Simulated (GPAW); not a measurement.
# FeAs2 (Lollingite): G0W0 with GPAW, start to end

Wanted: ground state, empty states, screening and self-energy for FeAs2 (Lollingite).

Program: GPAW 26.7.0. Level of theory: LDA and many-body steps on it, plane waves. Results are calculated unless marked as measured.

**What was measured.**

- Gap 0.2 eV: transport gap from activated resistivity above 200 K, current along a; electrical resistivity, Arrhenius fit; bulk crystal (single crystal grown by chemical vapor transport) (“Huge Thermoelectric Power Factor: FeSb2 versus FeAs2 and RuSb2”, 2009, arxiv:0910.0784).

### 1. Starting point

Symmetry: Pnnm, No. 58, orthorhombic system. Conventional cell: a = 5.301 Å, b = 5.986 Å, c = 2.882 Å, α = 90.00°, β = 90.00°, γ = 90.00°. Fe has 6 As at 2.36 to 2.39 Å nearest. Nearest to As lie 3 Fe at 2.36 to 2.39 Å and 1 As at 2.49 Å. Farther neighbours are not listed.

The cell and positions come from the Crystallography Open Database and are kept as given unless a step says otherwise.

### 2. Ground state

This step: GPAW 26.7.0; DFT, LDA, plane waves, PAW.

The ground-state density comes first.

run.py reads:

```python
import json
import numpy as np
from gpaw.mpi import world
from ase import Atoms
from gpaw import GPAW, PW, FermiDirac

atoms = Atoms(['Fe', 'Fe', 'As', 'As', 'As', 'As'],
    cell=[[5.3012000000, 0.0000000000, 0.0000000000],
      [0.0000000000, 5.9858000000, 0.0000000000],
      [0.0000000000, 0.0000000000, 2.8822000000]],
    scaled_positions=[[0.0000000000, 0.0000000000, 0.0000000000],
      [0.5000000000, 0.5000000000, 0.5000000000],
      [0.1763000000, 0.3624000000, 0.0000000000],
      [0.8237000000, 0.6376000000, 0.0000000000],
      [0.6763000000, 0.1376000000, 0.5000000000],
      [0.3237000000, 0.8624000000, 0.5000000000]],
    pbc=(True, True, True))
calc = GPAW(mode=PW(600),
    xc='LDA',
    kpts={'size': (4, 4, 8), 'gamma': True},
    occupations=FermiDirac(0.001),
    nbands=-9,
    convergence={'density': 1e-6, 'bands': -3},
    maxiter=100,
    txt='gs.txt')
atoms.calc = calc
res = {'energy': atoms.get_potential_energy()}
kpts = calc.get_ibz_k_points()
res['kpts'] = kpts
res['eigenvalues'] = [calc.get_eigenvalues(kpt=k) for k in range(len(kpts))]
res['n_electrons'] = calc.get_number_of_electrons()
calc.write('gs.gpw')

if world.rank == 0:
    with open('result.json', 'w') as f:
        json.dump(res, f, default=lambda x: x.tolist())
```

The run is started by

```bash
$ mpirun -n 4 gpaw python run.py
```

The program printed:

```text
__  _  _
 | _ |_)|_||  |
 |__||  | ||/\| - 26.7.0

Input parameters:
  mode=PW(ecut=600.0),
  convergence={'density': 1e-06, 'bands': -3},
  kpts=MonkhorstPack(size=(4, 4, 8), gamma=True),
  maxiter=100,
  nbands=-9,
  occupations=Occupations(name='fermi-dirac', width=0.001, fixmagmom=False),
  xc=XC(name='LDA')
  [... matrices ...]
Diagonalizing LCAO Hamiltonian
Converting LCAO to pw mode
     .------------.
    /|            |
   / |            |
  /  |   As       |
 *   .---Fe-------.
 |  /     As  As /
 | /            /
 |/  As        /
 Fe-----------*

Atoms  # Å, Bohr magnetons
|   | symbol |        x |        y |        z |    initial magnetic moments |
| 0 |     Fe | 0.000000 | 0.000000 | 0.000000 | ( 0.0000,  0.0000,  0.0000) |
| 1 |     Fe | 2.650600 | 2.992900 | 1.441100 | ( 0.0000,  0.0000,  0.0000) |
| 2 |     As | 0.934602 | 2.169254 | 0.000000 | ( 0.0000,  0.0000,  0.0000) |
| 3 |     As | 4.366598 | 3.816546 | 0.000000 | ( 0.0000,  0.0000,  0.0000) |
| 4 |     As | 3.585202 | 0.823646 | 1.441100 | ( 0.0000,  0.0000,  0.0000) |
| 5 |     As | 1.715998 | 5.162154 | 1.441100 | ( 0.0000,  0.0000,  0.0000) |

Unit cell  # Å
| periodic |        x |        y |        z |  lengths |    angles |
|      yes | 5.301200 | 0.000000 | 0.000000 | 5.301200 | 90.000000 |
|      yes | 0.000000 | 5.985800 | 0.000000 | 5.985800 | 90.000000 |
|      yes | 0.000000 | 0.000000 | 2.882200 | 2.882200 | 90.000000 |

Number of symmetries: 4
Symmetry operations  # r_c * U_cc + t_c -> r_c
|   | kind |            matrix            |
| 0 |  E   |  1, 0, 0,  0, 1, 0,  0, 0, 1 |
| 1 |  σ   |  1, 0, 0,  0, 1, 0,  0, 0,-1 |
| 2 |  C2  | -1, 0, 0,  0,-1, 0,  0, 0, 1 |
| 3 |  i   | -1, 0, 0,  0,-1, 0,  0, 0,-1 |

BZ-sampling:
  Number of BZ points: 128
  Number of IBZ points: 50

  Monkhorst-Pack size: [4, 4, 8]
  Monkhorst-Pack shift: [0.125, 0.125, 0.0625]

K-points  # in reciprocal-cell coordinates
|     |                                coordinates |     weight |
|   0 | (  0.00000000,   0.00000000,   0.00000000) | 0.00781250 |
|   1 | (  0.00000000,   0.00000000,   0.12500000) | 0.01562500 |
|   2 | (  0.00000000,   0.00000000,   0.25000000) | 0.01562500 |
|   3 | (  0.00000000,   0.00000000,   0.37500000) | 0.01562500 |
|   4 | (  0.00000000,   0.00000000,   0.50000000) | 0.00781250 |
|   5 | (  0.00000000,   0.25000000,   0.00000000) | 0.01562500 |
|   6 | (  0.00000000,   0.25000000,   0.12500000) | 0.03125000 |
|   7 | (  0.00000000,   0.25000000,   0.25000000) | 0.03125000 |
|   8 | (  0.00000000,   0.25000000,   0.37500000) | 0.03125000 |
|   9 | (  0.00000000,   0.25000000,   0.50000000) | 0.01562500 |
| ... |                                            |            |
|  49 | (  0.50000000,   0.50000000,   0.50000000) | 0.00781250 |

Plane wave coefficients: 3076
Cutoff: 600.0 eV

Spin-components: 1 (collinear spins)
Bands:           27
Projectors:      32
Spin-degeneracy: 2
Datatype:        complex128

  Storage: CPU
  Wave functions: 65_080_800 bytes (16_270_200 per core)
  Projectors: 62_670_400 bytes (15_667_600 per core)
  [... matrices ...]
Parallelization:
  kpt:    4
  domain: 1
  band:   1

Density:
  Valence electrons: 36.0
  Components: 1
  Grid points: [30 35 18]
  Charge: 0.0  # |e|

Potential:
  Grid points: [30 35 18]

species:
  Fe:
    name:    Iron
    Z:       26.0
    valence: 8
    core:    18
    charge:  0.0  # [|e|]
    compensation charges:
      type: gauss
      rc: 0.33  # [Å]
      lmax: 2
    cutoffs:
      filter: 2.06  # [Å]
      core: 2.67  # [Å]
    projectors
    | kind |    occ | energy [eV] | rcut [Å] |
    |   4s |  2.000 |      -5.481 |    1.164 |
    |   4p |  0.000 |      -1.431 |    1.058 |
    |   3d |  6.000 |      -7.753 |    1.058 |
    |    s |        |      21.730 |    1.164 |
    |    p |        |      25.780 |    1.058 |
    |    d |        |      19.459 |    1.058 |

    Using partial waves for Fe as LCAO basis

  As:
    name:    Arsenic
    Z:       33.0
    valence: 5
    core:    28
    charge:  0.0  # [|e|]
    compensation charges:
      type: gauss
      rc: 0.33  # [Å]
      lmax: 2
    cutoffs:
      filter: 1.87  # [Å]
      core: 2.96  # [Å]
    projectors
    | kind |    occ | energy [eV] | rcut [Å] |
    |   4s |  2.000 |     -14.691 |    1.058 |
    |   4p |  3.000 |      -5.342 |    1.058 |
    |    s |        |      12.520 |    1.058 |
    |    p |        |      21.869 |    1.058 |
    |    d |        |       0.000 |    1.058 |

    Using partial waves for As as LCAO basis

Reference energy: -314795.510037  # eV

eigensolver:
  PPCG
  Converge bands: -3
  niter=2

density mixing:
  MSR1-Mixer
  Pratt-step length: 0.05
  Maximum mixing coefficient: 0.75
  Old densities: 10
  SVD Regularization: 0.005
  Good broyden scale: 1.0
  Trust region scale: 1.0
  Backstep threshold: 4.0
  History deletion threshold: 6.0
  Fourier metric: weight=20.0, sigma=0.015

occupation numbers:
  Fermi-Dirac:
    width: 0.0010  # eV

poisson solver:
  ecut: 4800.0  # eV

xc functional:
  name: None

Initialization done in: 1.662 s

convergence criteria:
- Maximum integral of absolute [dens]ity change: 1e-06 electrons / valence electron
- Maximum [total energy] change in last 3 cyles: 0.0005 eV / valence electron
- Maximum integral of absolute [eigenst]ate change: 4e-08 eV^2 / valence electron
maximum number of iterations: 100

SCF iterations
|iter     |     time |      energy | eigst |  dens |
|iter:   1|  |  -47.255026 | +0.75 |       |
|iter:   2|  |  -45.346055 | -0.74 | -0.77 |
|iter:   3|  |  -44.705140 | -1.17 | -0.97 |
|iter:   4|  |  -44.304513 | -1.87 | -1.13 |
|iter:   5|  |  -44.115026 | -1.85 | -1.33 |
|iter:   6|  |  -44.144888 | -2.07 | -1.81 |
|iter:   7|  |  -44.107855 | -2.32 | -1.74 |
|iter:   8|  |  -44.104435 | -3.02 | -2.02 |
|iter:   9|  |  -44.104856c| -3.86 | -2.48 |
|iter:  10|  |  -44.104893c| -4.48 | -2.84 |
|iter:  11|  |  -44.104891c| -5.20 | -3.59 |
|iter:  12|  |  -44.104892c| -5.69 | -3.98 |
|iter:  13|  |  -44.104892c| -6.19 | -4.27 |
|iter:  14|  |  -44.104892c| -6.73 | -4.66 |
|iter:  15|  |  -44.104892c| -7.10 | -5.27 |
|iter:  16|  |  -44.104892c| -7.43c| -5.68 |
|iter:  17|  |  -44.104892c| -7.65c| -6.04c|

Converged in 17 steps
SCF loop duration: 33.011 s (1.942 s/step)
Energy contributions relative to reference atoms: (reference = -314795.510037)
  [... matrices ...]
Energy contributions:
  Kinetic:          48.216673
  Coulomb:         -42.408469
  Zero:              0.100806
  External:          0.000000
  Xc:              -50.013903
  Entropy:          -0.000000
  Spinorbit:         0.000000
  ----------------------------
  Free energy:     -44.104892
  Extrapolated:    -44.104892

dipole moment: (-13.021592, -14.703208, -26.250768)  # |e|*Ang

Fermi level: 8.798
Eigenvalues  # (at kpt = [0.000, 0.000, 0.000])
| band index |      eig [eV] | occ [0-2] |
|          0 |        -5.750 |     2.000 |
|        ... |               |           |
|         10 |         6.980 |     2.000 |
|         11 |         7.368 |     2.000 |
|         12 |         7.536 |     2.000 |
|         13 |         7.553 |     2.000 |
|         14 |         8.070 |     2.000 |
|         15 |         8.422 |     2.000 |
|         16 |         8.473 |     2.000 |
|         17 |         8.558 |     2.000 |
|         18 |        10.237 |     0.000 |
[...]
|         22 |        13.372 |     0.000 |
|         23 |        13.555 |     0.000 |
|         24 |        15.014 |     0.000 |
|         25 |        15.029 |     0.000 |
|         26 |        15.320 |     0.000 |

Gap: 0.265 eV
Transition (v -> c):
  (s=0, k=11, n=17, [0.00, 0.50, 0.12]) -> (s=0, k=2, n=18, [0.00, 0.00, 0.25])
Direct/indirect transitions are different
Direct gap: 0.426 eV
Transition at: (s=0, k=7, n=17, [0.00, 0.25, 0.25])
# Writing to gs.gpw (mode='')
  [... matrices ...]
```

Elapsed: 36 s, on 4 MPI ranks of Arm Neoverse V1, shared host; peak memory 0.81 GiB.

This step gave:

* total energy: -44.10 eV
* gap: 0.2645 eV
* k of the valence top: 0, 0.5, 0.125
* k of the conduction bottom: 0, 0, 0.25
* least direct gap: 0.4265 eV

The gap is indirect, with the least direct gap 0.16 eV higher.

### 3. Bands along the symmetry lines

Levels along a band path, at the cheap level, show where the edges lie and whether the meshes to come will hold them.

run.py reads:

```python
import json
import numpy as np
from gpaw.mpi import world
from gpaw import GPAW

path = [[0.000000, 0.000000, 0.000000],
    [0.062500, 0.000000, 0.000000],
    [0.125000, 0.000000, 0.000000],
    [0.187500, 0.000000, 0.000000],
    [0.250000, 0.000000, 0.000000],
    [0.312500, 0.000000, 0.000000],
    [0.375000, 0.000000, 0.000000],
    [0.437500, 0.000000, 0.000000],
    [0.500000, 0.000000, 0.000000],
    [0.500000, 0.062500, 0.000000],
    [0.500000, 0.125000, 0.000000],
    [0.500000, 0.187500, 0.000000],
    [0.500000, 0.250000, 0.000000],
    [0.500000, 0.312500, 0.000000],
    [0.500000, 0.375000, 0.000000],
    [0.500000, 0.437500, 0.000000],
    [0.500000, 0.500000, 0.000000],
    [0.437500, 0.500000, 0.000000],
    [0.375000, 0.500000, 0.000000],
    [0.312500, 0.500000, 0.000000],
    [0.250000, 0.500000, 0.000000],
    [0.187500, 0.500000, 0.000000],
    [0.125000, 0.500000, 0.000000],
    [0.062500, 0.500000, 0.000000],
    [0.000000, 0.500000, 0.000000],
    [0.000000, 0.437500, 0.000000],
    [0.000000, 0.375000, 0.000000],
    [0.000000, 0.312500, 0.000000],
    [0.000000, 0.250000, 0.000000],
    [0.000000, 0.187500, 0.000000],
    [0.000000, 0.125000, 0.000000],
    [0.000000, 0.062500, 0.000000],
    [0.000000, 0.000000, 0.000000],
    [0.000000, 0.000000, 0.062500],
    [0.000000, 0.000000, 0.125000],
    [0.000000, 0.000000, 0.187500],
    [0.000000, 0.000000, 0.250000],
    [0.000000, 0.000000, 0.312500],
    [0.000000, 0.000000, 0.375000],
    [0.000000, 0.000000, 0.437500],
    [0.000000, 0.000000, 0.500000],
    [0.062500, 0.000000, 0.500000],
    [0.125000, 0.000000, 0.500000],
    [0.187500, 0.000000, 0.500000],
    [0.250000, 0.000000, 0.500000],
    [0.312500, 0.000000, 0.500000],
    [0.375000, 0.000000, 0.500000],
    [0.437500, 0.000000, 0.500000],
    [0.500000, 0.000000, 0.500000],
    [0.500000, 0.062500, 0.500000],
    [0.500000, 0.125000, 0.500000],
    [0.500000, 0.187500, 0.500000],
    [0.500000, 0.250000, 0.500000],
    [0.500000, 0.312500, 0.500000],
    [0.500000, 0.375000, 0.500000],
    [0.500000, 0.437500, 0.500000],
    [0.500000, 0.500000, 0.500000],
    [0.437500, 0.500000, 0.500000],
    [0.375000, 0.500000, 0.500000],
    [0.312500, 0.500000, 0.500000],
    [0.250000, 0.500000, 0.500000],
    [0.187500, 0.500000, 0.500000],
    [0.125000, 0.500000, 0.500000],
    [0.062500, 0.500000, 0.500000],
    [0.000000, 0.500000, 0.500000],
    [0.000000, 0.437500, 0.500000],
    [0.000000, 0.375000, 0.500000],
    [0.000000, 0.312500, 0.500000],
    [0.000000, 0.250000, 0.500000],
    [0.000000, 0.187500, 0.500000],
    [0.000000, 0.125000, 0.500000],
    [0.000000, 0.062500, 0.500000],
    [0.000000, 0.000000, 0.500000],
    [0.500000, 0.000000, 0.000000],
    [0.500000, 0.000000, 0.062500],
    [0.500000, 0.000000, 0.125000],
    [0.500000, 0.000000, 0.187500],
    [0.500000, 0.000000, 0.250000],
    [0.500000, 0.000000, 0.312500],
    [0.500000, 0.000000, 0.375000],
    [0.500000, 0.000000, 0.437500],
    [0.500000, 0.000000, 0.500000],
    [0.000000, 0.500000, 0.000000],
    [0.000000, 0.500000, 0.062500],
    [0.000000, 0.500000, 0.125000],
    [0.000000, 0.500000, 0.187500],
    [0.000000, 0.500000, 0.250000],
    [0.000000, 0.500000, 0.312500],
    [0.000000, 0.500000, 0.375000],
    [0.000000, 0.500000, 0.437500],
    [0.000000, 0.500000, 0.500000],
    [0.500000, 0.500000, 0.000000],
    [0.500000, 0.500000, 0.062500],
    [0.500000, 0.500000, 0.125000],
    [0.500000, 0.500000, 0.187500],
    [0.500000, 0.500000, 0.250000],
    [0.500000, 0.500000, 0.312500],
    [0.500000, 0.500000, 0.375000],
    [0.500000, 0.500000, 0.437500],
    [0.500000, 0.500000, 0.500000]]
calc = GPAW('gs.gpw').fixed_density(kpts=path,
    symmetry='off',
    nbands=28,
    convergence={'bands': 24},
    txt='bands.txt')
res = {}
kpts = calc.get_ibz_k_points()
res['kpts'] = kpts
res['eigenvalues'] = [calc.get_eigenvalues(kpt=k) for k in range(len(kpts))]
res['n_electrons'] = calc.get_number_of_electrons()

if world.rank == 0:
    with open('result.json', 'w') as f:
        json.dump(res, f, default=lambda x: x.tolist())
```

The run is started by

```bash
$ mpirun -n 4 gpaw python run.py
```

The program printed:

```text
Diagonalizing LCAO Hamiltonian
Converting LCAO to pw mode
convergence criteria:
- Maximum integral of absolute [eigenst]ate change: 4e-08 eV^2 / valence electron
maximum number of iterations: 100

SCF iterations
|iter     |     time |      energy | eigst |  dens |
|iter:   1|  |             | +0.93 |       |
|iter:   2|  |             | -1.54 |       |
|iter:   3|  |             | -2.36 |       |
[...]
|iter:  18|  |             | -7.07 |       |
|iter:  19|  |             | -7.24 |       |
|iter:  20|  |             | -7.42c|       |
SCF steps: 20
  __  _  _
 | _ |_)|_||  |
 |__||  | ||/\| - 26.7.0

Input parameters:
  mode=PW(ecut=600.0),
  convergence={'bands': 24},
  gpts=array([30, 35, 18]),
  kpts=KPoints(kpts=array([[0.    , 0.    , 0.    ],
         [0.0625, 0.    , 0.    ],
         [0.125 , 0.    , 0.    ],
         [0.1875, 0.    , 0.    ],
         [0.25  , 0.    , 0.    ],
         [0.3125, 0.    , 0.    ],
         [0.375 , 0.    , 0.    ],
[...]
[0.5   , 0.0625, 0.    ],
[...]
[0.5   , 0.1875, 0.    ],
[...]
[0.5   , 0.3125, 0.    ],
[...]
[0.    , 0.    , 0.0625],
[...]
[0.    , 0.    , 0.1875],
[...]
[0.    , 0.    , 0.3125],
[...]
[0.1875, 0.5   , 0.5   ],
[...]
[0.0625, 0.5   , 0.5   ],
[...]
[0.    , 0.1875, 0.5   ],
[...]
[0.    , 0.0625, 0.5   ],
[...]
[0.5   , 0.5   , 0.25  ],
         [0.5   , 0.5   , 0.3125],
         [0.5   , 0.5   , 0.375 ],
         [0.5   , 0.5   , 0.4375],
         [0.5   , 0.5   , 0.5   ]])),
  maxiter=100,
  nbands=28,
  occupations=Occupations(name='fermi-dirac', width=0.001, fixmagmom=False),
  parallel={},
  symmetry=Symmetry(point_group=False, time_reversal=False),
  xc=XC(name='LDA')
```

Elapsed: 72 s, on 4 MPI ranks; peak memory 1 GiB.

Numbers from this step:

```yaml
gap: 0.2335 eV
k_of_the_valence_top: 0, 0.5, 0.1875
k_of_the_conduction_bottom: 0, 0, 0.3125
least_direct_gap: 0.5751 eV
```

The gap is 0.234 eV, −0.031 eV from the run before at this level.

The electronic bands at the labelled points (eV, zero at the top of the highest filled band):

| point | band 15 | band 16 | band 17 | band 18 | band 19 | band 20 | band 21 | band 22 |
| --- | --- | --- | --- | --- | --- | --- | --- | --- |
| Γ | -0.56 | -0.21 | -0.16 | -0.07 | 1.61 | 2.47 | 4.21 | 4.72 |
| halfway | -0.59 | -0.33 | -0.18 | -0.10 | 1.90 | 2.97 | 3.43 | 4.11 |
| X | -0.59 | -0.59 | -0.16 | -0.16 | 3.16 | 3.16 | 3.60 | 3.60 |
| halfway | -0.93 | -0.93 | -0.14 | -0.14 | 2.06 | 2.06 | 4.34 | 4.34 |
| S | -1.05 | -1.05 | -0.11 | -0.11 | 1.33 | 1.33 | 4.33 | 4.33 |
| halfway | -0.62 | -0.62 | -0.15 | -0.15 | 1.77 | 1.77 | 3.93 | 3.93 |
| Y | -0.24 | -0.24 | -0.20 | -0.20 | 2.40 | 2.40 | 2.92 | 2.92 |
| halfway | -0.54 | -0.23 | -0.18 | -0.13 | 1.74 | 2.65 | 2.80 | 3.87 |
| Γ | -0.56 | -0.21 | -0.16 | -0.07 | 1.61 | 2.47 | 4.21 | 4.72 |
| halfway | -0.71 | -0.62 | -0.60 | -0.41 | 0.24 | 1.00 | 1.64 | 2.39 |
| Z | -0.93 | -0.93 | -0.33 | -0.33 | 0.52 | 0.52 | 1.86 | 1.86 |
| halfway | -1.07 | -1.07 | -0.38 | -0.38 | 0.64 | 0.64 | 1.77 | 1.77 |
| U | -0.91 | -0.91 | -0.45 | -0.45 | 0.78 | 0.78 | 1.76 | 1.76 |
| halfway | -0.77 | -0.77 | -0.26 | -0.26 | 0.71 | 0.71 | 1.95 | 1.95 |
| R | -0.80 | -0.80 | -0.04 | -0.04 | 0.55 | 0.55 | 2.44 | 2.44 |
| halfway | -0.82 | -0.82 | -0.48 | -0.48 | 0.52 | 0.52 | 1.72 | 1.72 |
| T | -0.94 | -0.94 | -0.40 | -0.40 | 0.49 | 0.49 | 0.86 | 0.86 |
| halfway | -1.08 | -1.08 | -0.50 | -0.50 | 0.52 | 0.52 | 1.41 | 1.41 |
| Z | -0.93 | -0.93 | -0.33 | -0.33 | 0.52 | 0.52 | 1.86 | 1.86 |
| jump to X | -0.59 | -0.59 | -0.16 | -0.16 | 3.16 | 3.16 | 3.60 | 3.60 |
| halfway | -0.76 | -0.76 | -0.45 | -0.45 | 1.45 | 1.45 | 1.93 | 1.93 |
| U | -0.91 | -0.91 | -0.45 | -0.45 | 0.78 | 0.78 | 1.76 | 1.76 |
| jump to Y | -0.24 | -0.24 | -0.20 | -0.20 | 2.40 | 2.40 | 2.92 | 2.92 |
| halfway | -1.03 | -1.03 | -0.04 | -0.04 | 0.76 | 0.76 | 2.31 | 2.31 |
| T | -0.94 | -0.94 | -0.40 | -0.40 | 0.49 | 0.49 | 0.86 | 0.86 |
| jump to S | -1.05 | -1.05 | -0.11 | -0.11 | 1.33 | 1.33 | 4.33 | 4.33 |

### 4. Empty states on the mesh, 4×4×6 mesh, 118 bands

The sums over transitions need many empty states on a uniform mesh; this step solves for them.

run.py reads:

```python
import json
import numpy as np
from gpaw.mpi import world
from gpaw import GPAW

calc = GPAW('gs.gpw').fixed_density(kpts={'size': (4, 4, 6), 'gamma': True},
    nbands=137,
    convergence={'bands': 118},
    txt='nscf.txt')
calc.write('full.gpw', mode='all')
res = {}
kpts = calc.get_ibz_k_points()
res['kpts'] = kpts
res['eigenvalues'] = [calc.get_eigenvalues(kpt=k) for k in range(len(kpts))]
res['n_electrons'] = calc.get_number_of_electrons()

if world.rank == 0:
    with open('result.json', 'w') as f:
        json.dump(res, f, default=lambda x: x.tolist())
```

The run is started by

```bash
$ mpirun -n 4 gpaw python run.py
```

The program printed:

```text
Diagonalizing LCAO Hamiltonian
Converting LCAO to pw mode
convergence criteria:
- Maximum integral of absolute [eigenst]ate change: 4e-08 eV^2 / valence electron
maximum number of iterations: 100

SCF iterations
|iter     |     time |      energy | eigst |  dens |
|iter:   1|  |             | +4.13 |       |
|iter:   2|  |             | +3.00 |       |
|iter:   3|  |             | +1.83 |       |
[...]
|iter:  17|  |             | -7.13 |       |
|iter:  18|  |             | -7.31 |       |
|iter:  19|  |             | -7.57c|       |
SCF steps: 19
  __  _  _
 | _ |_)|_||  |
 |__||  | ||/\| - 26.7.0

Input parameters:
  mode=PW(ecut=600.0),
  convergence={'bands': 118},
  gpts=array([30, 35, 18]),
  kpts=MonkhorstPack(size=(4, 4, 6), gamma=True),
  maxiter=100,
  nbands=137,
  occupations=Occupations(name='fermi-dirac', width=0.001, fixmagmom=False),
  parallel={},
  xc=XC(name='LDA')
# Writing to full.gpw (mode='all')
  [... matrices ...]

timing:  # [seconds]
  Total: 0.114  # ━━━━━━━━━━━━━━━━━━━━━━━━━━━━━━━━━━━━━━━━━━━━━━━━━━━━━━━━━━━
```

Run time: 2.8 min. Hardware: 4 MPI ranks; peak memory 1.1 GiB.

This step gave:

- gap: 0.2474 eV
- k of the valence top: 0, 0.5, 0.1667
- k of the conduction bottom: 0, 0, 0.3333
- least direct gap: 0.4546 eV
- k points computed: 40
- lowest point of the top converged band, above the valence top: 47.45 eV

On this mesh the gap is 0.247 eV.

[end of part 1 of 2]

[Paths, hosts, dates, memory and timing lines, banners, echoed tables and standing remarks are left out of the program output.]

[Logs are printed without paths, hosts, clocks, repeated set-up lines and the standing remarks that a program may print on its own settings, such as how far it seeks lower states.]

[Runs of the session that timed out or met a known fault of the program may be left out.]

[Hosts, paths, dates, database ids (printed as entryN), source tags and the programs' standing remarks are cut or masked in the printed files.]
